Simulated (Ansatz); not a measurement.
# Local environments in generalised stacking fault on (110) of a KCl-RbCl solid solution (80 atoms)

The cell holds 80 atoms: 13 Rb, 40 Cl and 27 K. Cell: a = 7.339 Å, b = 10.379 Å, c = 26.163 Å, α = 90.0°, β = 84.6°, γ = 90.0°. It derives from KCl and RbCl. CsCl-type KCl lattice (a = 3.6697 Å, the value set for the mixture), cell with z along [110], 2 x 2 x 5 periods; the third cell vector is tilted by 0.667 of [001] and lengthened by 0.1 Å, so the cell holds one fault; displaced by a Gaussian of 0.01 Å; 13 of 40 K sites given to Rb at random (lattice constant by Vegard's rule between KCl and RbCl).

Method: Kohn-Sham DFT, LDA, PAW (set soft_2), plane waves (Ansatz 0.2.0; cutoff 420 eV, k-mesh 2×1×1, fermi-dirac smearing of 0.025 eV), at the geometry as built.

The whole cell was solved; only parts of it are printed.

A closer look about Cl4, which has 7 bonded neighbours where the commonest count for Cl is 8: 25 atoms, nearest first, numbered in the order of the input, with positions taken from that point.

```
atom      x      y      z  distance (Å)  bonds  intrinsic-atomic-orbital charge (e)      Fx      Fy  Fz (eV/Å)
 Cl4   0.00   0.00   0.00          0.00      7                                -0.76   0.370  -0.114      0.783
 Rb1  -0.63   0.02  -2.72          2.79      7                                 0.79  -0.161  -0.023     -0.773
 K19  -1.84  -2.57  -0.03          3.16      7                                 0.75   0.094  -0.034      0.602
 K13   1.84   0.00   2.58          3.17      8                                 0.75  -0.026   0.042     -0.011
Rb15  -1.85   0.02   2.58          3.17      8                                 0.78   0.031  -0.012     -0.010
 K17   1.81  -2.60  -0.01          3.17      7                                 0.76   0.118   0.013      0.504
Rb11  -1.85   2.60  -0.02          3.19      7                                 0.79   0.256   0.003      0.947
  K9   1.83   2.61  -0.03          3.19      7                                 0.75   0.104  -0.012      0.642
Cl12   0.00   2.60   2.57          3.65      8                                -0.76   0.163   0.126      0.142
Cl20   0.00  -2.59   2.58          3.65      8                                -0.76   0.120  -0.104     -0.106
 Cl2   3.65   0.02  -0.02          3.65      7                                -0.76  -0.009  -0.128      0.374
 Cl2  -3.68   0.02  -0.02          3.68      7                                -0.76  -0.009  -0.128      0.374
Cl78   1.21  -2.59  -2.71          3.94      7                                -0.76  -0.095  -0.098     -0.331
Cl74   1.22   2.60  -2.71          3.95      7                                -0.76  -0.075   0.111     -0.527
  K3   3.05   0.00  -2.70          4.08      7                                 0.75  -0.123   0.002     -0.573
Cl80  -2.44  -2.57  -2.71          4.46      7                                -0.76  -0.159  -0.152     -0.414
Cl76  -2.46   2.60  -2.71          4.49      7                                -0.76  -0.343   0.128     -1.066
  K3  -4.29   0.00  -2.70          5.07      7                                 0.75  -0.123   0.002     -0.573
Cl18   3.65  -2.58   2.58          5.17      8                                -0.76  -0.113  -0.113     -0.140
Cl10   3.67   2.60   2.58          5.18      8                                -0.76  -0.163   0.142      0.110
Cl16  -0.01   0.00   5.18          5.18      8                                -0.76   0.140   0.118     -0.127
Cl10  -3.67   2.60   2.58          5.18      8                                -0.76  -0.163   0.142      0.110
 Cl8   0.01   5.19  -0.02          5.19      7                                -0.76   0.156   0.137      0.433
Cl18  -3.69  -2.58   2.58          5.19      8                                -0.76  -0.113  -0.113     -0.140
 Cl8   0.01  -5.19  -0.02          5.19      7                                -0.76   0.156   0.137      0.433
```

The column of bonds counts only the pairs Cl-K within 3.62 Å, Cl-Rb within 3.62 Å; other neighbours, such as metal atoms beside each other in a compound, aren't counted, and periodic images can show an atom twice.

Local excerpt of 47 atoms (numbers count through the whole input) about Cl76, which bears the longest force; x, y, z are measured from there.

```
atom      x      y      z  distance (Å)  bonds  intrinsic-atomic-orbital charge (e)      Fx      Fy  Fz (eV/Å)
Cl76   0.00   0.00   0.00          0.00      7                                -0.76  -0.343   0.128     -1.066
Rb11   0.62   0.01   2.68          2.75      7                                 0.79   0.256   0.003      0.947
 Rb1   1.83  -2.58  -0.01          3.16      7                                 0.79  -0.161  -0.023     -0.773
  K5   1.82   2.59  -0.01          3.17      7                                 0.75  -0.073   0.029     -0.521
 K73   1.83  -0.01  -2.59          3.17      8                                 0.75   0.034   0.023     -0.014
  K3  -1.82  -2.60   0.00          3.17      7                                 0.75  -0.123   0.002     -0.573
 K75  -1.82   0.00  -2.60          3.18      8                                 0.75  -0.022  -0.001      0.002
  K7  -1.85   2.60  -0.01          3.19      7                                 0.75  -0.084   0.016     -0.500
Cl74  -3.66   0.00   0.00          3.66      7                                -0.76  -0.075   0.111     -0.527
Cl64   0.01  -2.57  -2.61          3.66      8                                -0.76  -0.032   0.074     -0.126
Cl72   0.02   2.60  -2.59          3.67      8                                -0.76   0.043  -0.088      0.203
Cl74   3.68   0.00   0.00          3.68      7                                -0.76  -0.075   0.111     -0.527
 Cl6  -1.21   2.58   2.69          3.92      7                                -0.76   0.042   0.158      0.424
 Cl2  -1.22  -2.58   2.69          3.92      7                                -0.76  -0.009  -0.128      0.374
  K9  -3.04   0.02   2.67          4.05      7                                 0.75   0.104  -0.012      0.642
 Cl8   2.47   2.59   2.69          4.48      7                                -0.76   0.156   0.137      0.433
 Cl4   2.46  -2.60   2.71          4.49      7                                -0.76   0.370  -0.114      0.783
  K9   4.30   0.02   2.67          5.06      7                                 0.75   0.104  -0.012      0.642
Cl80   0.02  -5.16  -0.01          5.16      7                                -0.76  -0.159  -0.152     -0.414
Cl62  -3.67  -2.59  -2.59          5.19      8                                -0.76   0.020   0.099     -0.126
Cl62   3.67  -2.59  -2.59          5.19      8                                -0.76   0.020   0.099     -0.126
Cl60   0.02   0.02  -5.19          5.19      8                                -0.76  -0.111  -0.241      0.093
Cl70  -3.65   2.62  -2.62          5.20      8                                -0.76  -0.102  -0.144      0.249
Cl80   0.02   5.21  -0.01          5.21      7                                -0.76  -0.159  -0.152     -0.414
Cl70   3.69   2.62  -2.62          5.23      8                                -0.76  -0.102  -0.144      0.249
Cl10  -1.21   0.00   5.28          5.42      8                                -0.76  -0.163   0.142      0.110
Cl12   2.46   0.00   5.27          5.82      8                                -0.76   0.163   0.126      0.142
 K19   0.63  -5.17   2.67          5.85      7                                 0.75   0.094  -0.034      0.602
 K19   0.63   5.21   2.67          5.89      7                                 0.75   0.094  -0.034      0.602
Rb15   0.62  -2.58   5.29          5.91      8                                 0.78   0.031  -0.012     -0.010
 K23   0.62   2.62   5.27          5.92      8                                 0.75   0.008  -0.047      0.018
Rb79  -1.82  -5.18  -2.60          6.07      8                                 0.79  -0.022   0.017     -0.018
  K7   5.49   2.60  -0.01          6.07      7                                 0.75  -0.084   0.016     -0.500
 Rb1  -5.50  -2.58  -0.01          6.08      7                                 0.79  -0.161  -0.023     -0.773
 K73  -5.51  -0.01  -2.59          6.09      8                                 0.75   0.034   0.023     -0.014
Rb79  -1.82   5.20  -2.60          6.09      8                                 0.79  -0.022   0.017     -0.018
 K63  -1.82  -2.58  -5.21          6.09      8                                 0.75  -0.017  -0.009      0.022
Rb71  -1.82   2.61  -5.20          6.09      8                                 0.78  -0.052  -0.023     -0.008
  K5  -5.52   2.59  -0.01          6.09      7                                 0.75  -0.073   0.029     -0.521
 K77   1.85  -5.18  -2.62          6.09      8                                 0.74   0.005   0.011      0.022
Rb69   1.83   2.60  -5.20          6.09      8                                 0.78   0.041  -0.020      0.002
  K3   5.52  -2.60   0.00          6.10      7                                 0.75  -0.123   0.002     -0.573
 K61   1.85  -2.58  -5.20          6.10      8                                 0.75  -0.006  -0.007      0.016
 K75   5.52   0.00  -2.60          6.10      8                                 0.75  -0.022  -0.001      0.002
 K77   1.85   5.20  -2.62          6.10      8                                 0.74   0.005   0.011      0.022
 Cl8  -4.87   2.59   2.69          6.13      7                                -0.76   0.156   0.137      0.433
 Cl4  -4.88  -2.60   2.71          6.15      7                                -0.76   0.370  -0.114      0.783
```

The column of bonds counts only the pairs Cl-K within 3.62 Å, Cl-Rb within 3.62 Å; other neighbours, such as metal atoms beside each other in a compound, aren't counted, and periodic images can show an atom twice.

Local excerpt of 27 atoms (numbers count through the whole input) about Cl52, picked at random; x, y, z are measured from there.

```
atom      x      y      z  distance (Å)  bonds  intrinsic-atomic-orbital charge (e)      Fx      Fy  Fz (eV/Å)
Cl52   0.00   0.00   0.00          0.00      8                                -0.76   0.011   0.123     -0.144
Rb65   1.82   0.00   2.58          3.16      8                                 0.79   0.045   0.041     -0.011
 K47  -1.80   2.60   0.00          3.16      8                                 0.75  -0.050   0.011     -0.013
Rb55  -1.83  -2.59  -0.02          3.17      8                                 0.79  -0.013  -0.014      0.010
 K67  -1.81   0.01   2.60          3.17      8                                 0.74  -0.051   0.014     -0.030
 K51  -1.81   0.02  -2.61          3.17      8                                 0.75  -0.037  -0.009     -0.003
 K53   1.84  -2.59  -0.02          3.18      8                                 0.74   0.000   0.017      0.002
 K45   1.84   2.60  -0.02          3.19      8                                 0.74   0.017  -0.002      0.011
 K49   1.85   0.02  -2.61          3.20      8                                 0.75  -0.001  -0.024      0.017
Cl56   0.00  -2.58   2.58          3.65      8                                -0.76  -0.076  -0.040     -0.118
Cl50  -3.67   0.00   0.00          3.67      8                                -0.76   0.010   0.126     -0.146
Cl48  -0.01   2.62   2.57          3.67      8                                -0.76  -0.108  -0.028      0.030
Cl50   3.67   0.00   0.00          3.67      8                                -0.76   0.010   0.126     -0.146
Cl40   0.00  -2.58  -2.61          3.67      8                                -0.76   0.005   0.096     -0.092
Cl32   0.01   2.60  -2.60          3.68      8                                -0.76  -0.089  -0.088      0.193
Cl54  -3.67  -2.59   2.56          5.17      8                                -0.76   0.088   0.011     -0.054
Cl54   3.67  -2.59   2.56          5.17      8                                -0.76   0.088   0.011     -0.054
Cl68   0.01   0.00   5.18          5.18      8                                -0.76  -0.025   0.251      0.018
Cl46  -3.65   2.61   2.58          5.18      8                                -0.76   0.122  -0.011      0.001
Cl38   3.65  -2.59  -2.61          5.19      8                                -0.76   0.045   0.139     -0.107
Cl44   0.01   5.19   0.00          5.19      8                                -0.76  -0.102  -0.072     -0.029
Cl44   0.01  -5.19   0.00          5.19      8                                -0.76  -0.102  -0.072     -0.029
Cl36   0.01   0.01  -5.20          5.20      8                                -0.76   0.039  -0.198      0.093
Cl46   3.69   2.61   2.58          5.20      8                                -0.76   0.122  -0.011      0.001
Cl38  -3.68  -2.59  -2.61          5.21      8                                -0.76   0.045   0.139     -0.107
Cl30  -3.67   2.64  -2.60          5.21      8                                -0.76   0.095  -0.174      0.213
Cl30   3.67   2.64  -2.60          5.22      8                                -0.76   0.095  -0.174      0.213
```

The column of bonds counts only the pairs Cl-K within 3.62 Å, Cl-Rb within 3.62 Å; other neighbours, such as metal atoms beside each other in a compound, aren't counted, and periodic images can show an atom twice.

Neighbours are counted within 3.62 Å (Cl-K), 3.62 Å (Cl-Rb).

Length of the force by element and coordination:

```
element  coordination  atoms  mean length of the force (eV/Å)  spread   least    most
     Cl           all     40                            0.275   0.199   0.104    1.13
     Cl             7      8                            0.588   0.252   0.358    1.13
     Cl             8     32                            0.197  0.0565   0.104   0.305
      K           all     27                            0.154   0.222  0.0088   0.651
      K             7      6                            0.567   0.053   0.508   0.651
      K             8     21                           0.0365  0.0173  0.0088  0.0751
     Rb           all     13                            0.172   0.307  0.0188   0.982
     Rb             7      2                            0.886  0.0957    0.79   0.982
     Rb             8     11                           0.0423   0.015  0.0188  0.0626
```

Intrinsic-atomic-orbital charges by element and coordination:

```
element  coordination  atoms  mean charge (e)  spread   least    most
     Cl           all     40           -0.759   0.002  -0.764  -0.756
     Cl             7      8           -0.758  0.0025  -0.762  -0.756
     Cl             8     32           -0.760  0.0018  -0.764  -0.756
      K           all     27            0.748   0.005   0.737   0.756
      K             7      6            0.752  0.0035   0.746   0.756
      K             8     21            0.747  0.0049   0.737   0.754
     Rb           all     13            0.784  0.0042   0.775   0.789
     Rb             7      2            0.788  0.0015   0.786   0.789
     Rb             8     11            0.783  0.0041   0.775   0.789
```

[Logs are printed without paths, hosts, clocks, repeated set-up lines and the standing remarks that a program may print on its own settings, such as how far it seeks lower states.]

[Hosts, paths, dates, database ids (printed as entryN), source tags and the programs' standing remarks are cut or masked in the printed files.]
